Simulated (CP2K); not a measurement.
The C K edge of acetylacetylene was computed by TDDFT (CP2K XAS_TDP, aug-cc-pVDZ, TDA) at these levels: PBEh(45%), PBEh(45%) + GW2X and PBEh(60%). The first three lines of C1 (bonded to C and H) with a strength over 0.0015, energy in eV and strength:

| run | first | second | third |
| --- | --- | --- | --- |
| 1 | 281.00 (0.047) | 282.44 (0.048) | 284.91 (0.007) |
| 2 | 285.09 (0.057) | 286.45 (0.056) | 289.56 (0.012) |
| 3 | 287.07 (0.046) | 288.51 (0.047) | 290.98 (0.007) |

Which run is which?

Run 1: PBEh(45%) (45 % exact exchange). Run 2: PBEh(60%) (60 % exact exchange). Run 3: PBEh(45%) + GW2X (45 % exact exchange). Self-interaction lifts the core level, so the uncorrected lines rise with the share of exact exchange. The GW2X run keeps the spacings of its parent: 1.44 eV between the first two lines in run 3, 1.44 eV in run 1. Its shift is +6.07 eV, since the Kohn–Sham level at this share of exchange lies that far above the quasiparticle level.

[Hosts, paths, dates, database ids (printed as entryN), source tags and the programs' standing remarks are cut or masked in the printed files.]
